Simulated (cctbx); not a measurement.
**Ho2CoMo3: solution and refinement**

Cell a = 5.4420 Å, b = 5.4420 Å, c = 13.2540 Å, α = 90.00°, β = 90.00°, γ = 120.00°; space group R-3m (no. 166); content Ho6 Mo9 Co3.

The data are simulated with cctbx, not measured: Mo Kα, λ = 0.71073 Å, to d = 0.75 Å, 80 % of the full sphere, strongest reflection 70000 counts, noise from counting, a 6 % proportional error and a noise floor of 15 counts (s.d.); no absorption, and some extinction, which the refinements don't model.

Charge flipping in P1 on normalised amplitudes to 0.8 Å, δ = 1.1 σ, 20 % of the reflections treated as weak, 150 cycles:

```text
cycle      R  skewness
    0  0.656     0.29
   12  0.490     1.82
   24  0.482     3.47
   36  0.385     3.62
   48  0.402     3.38
   60  0.398     3.50
   72  0.391     3.49
   84  0.397     3.29
   96  0.416     3.36
  108  0.391     3.32
  120  0.406     3.35
  132  0.415     3.60
  144  0.431     3.42
origin shift          correlation  skewness
 0.136  0.928  0.093      0.802      3.79
 0.135  0.918  0.275      0.801      2.48
 0.140  0.899  0.460      0.761      2.26
 0.134  0.884  0.241      0.768      1.10
taken: symmetry correlation 0.802, skewness 3.79
peak      x       y       z  mult  height/sigma
Q1    0.0000  0.0000  0.1273    6     14.2
Q2    0.0000  0.5000  0.0000    9      4.9
Q3    0.0000  0.0000  0.5000    3      3.7
Q4    0.0633  0.1267  0.2714   18      2.5
Q5    0.0603  0.1205  0.0382   18      2.1
Q6    0.0000  0.0000  0.4058    6      1.8
Q7    0.9980  0.4990  0.2577   18      1.7
Q8    0.1023  0.2046  0.1727   18      1.6
```

The origin is taken among those within 0.04 of the best correlation, by the skewness of the map.

It took 0.59 s on 1 thread of Arm Neoverse N1, on a shared host, peak memory 0.07 GiB.

**Question.** Which peaks are atoms, and which elements?

Heights go roughly as Z and multiplicities must add up to the content. First model: Q1 = Ho1 (6 in the cell, height 14.2), Q2 = Mo1 (9 in the cell, height 4.9) and Q3 = Co1 (3 in the cell, height 3.7). Against the true structure, Q1 is Ho, Q2 is Mo and Q3 is Co; the other peaks are not atoms.

Least squares on F², isotropic:

```text
Rint 0.042, 127 unique reflections to 0.75 A
cycle     R1     wR2    GooF  max shift (A)
   1  0.1583  0.5369  20.072   0.02848
   2  0.0284  0.1088   4.068   0.00000
final R1 0.0284 wR2 0.1088 GooF 4.068  parameters 4  data/parameter 31.8
atom        x        y        z      Ueq    occ   su(xyz)  su(Uiso or U11)
Ho1    0.00000  0.00000  0.12515   0.0073  1.000  0.00005  0.0005
Mo1    0.00000  0.50000  0.00000   0.0165  1.000  0.00000  0.0006
Co1    0.00000  0.00000  0.50000   0.0165  1.000  0.00000  0.0009
difference map: max 4.06 min -3.88 rms 0.53
Q1    0.0764  0.5382  0.0280   18    4.15  0.52 A from Mo1
Q2    0.0000  0.0000  0.0868    6    1.75  0.51 A from Ho1
Q3    0.0000  0.0000  0.1663    6    1.73  0.55 A from Ho1
Q4    0.0678  0.5339  0.4222   18    1.05  1.86 A from Mo1
Q5    0.0675  0.1350  0.2932   18    0.97  1.08 A from Mo1
```

Anisotropic refinement:

```text
Rint 0.042, 127 unique reflections to 0.75 A
cycle     R1     wR2    GooF  max shift (A)
   1  0.0285  0.1088   4.153   0.00002
   2  0.0144  0.0333   1.271   0.00000
final R1 0.0144 wR2 0.0333 GooF 1.271  parameters 9  data/parameter 14.1
atom        x        y        z      Ueq    occ   su(xyz)  su(Uiso or U11)
Ho1    0.00000  0.00000  0.12515   0.0073  1.000  0.00002  0.0002
Mo1    0.00000  0.50000  0.00000   0.0166  1.000  0.00000  0.0003
Co1    0.00000  0.00000  0.50000   0.0169  1.000  0.00000  0.0004
difference map: max 1.14 min -1.50 rms 0.33
Q1    0.0000  0.0000  0.4153    6    1.14  1.12 A from Co1
Q2    0.0000  0.0000  0.0439    6    1.02  1.08 A from Ho1
Q3    0.0694  0.2634  0.7545   36    0.70  1.61 A from Mo1
Q4    0.0000  0.2410  0.5000   18    0.62  1.31 A from Co1
Q5    0.0000  0.0000  0.2039    6    0.61  1.04 A from Ho1
Q6    0.0845  0.1689  0.1960   18    0.59  1.23 A from Ho1
```

**Reading.** The refinement ends at R1 = 0.0144, wR2 = 0.0333, GooF = 1.27, with difference density between -1.50 and 1.14 e/Å³. Every site matches the true model in element, within 0.001 Å r.m.s., up to an allowed shift of origin.

True model:

```
atom  mult.    x    y       z  Ueq (Å²)
 Ho1      6  1/3  2/3  0.5415    0.0076
 Mo1      9  1/6  1/3     1/3    0.0167
 Co1      3  1/3  2/3     1/6    0.0165
```

The model is made up (kin elements in a known structure type, no relaxation), so it says nothing on whether the phase exists.

[Middle refinement cycles are left out of these outputs.]

[Logs are printed without paths, hosts, clocks, repeated set-up lines and the standing remarks that a program may print on its own settings, such as how far it seeks lower states.]
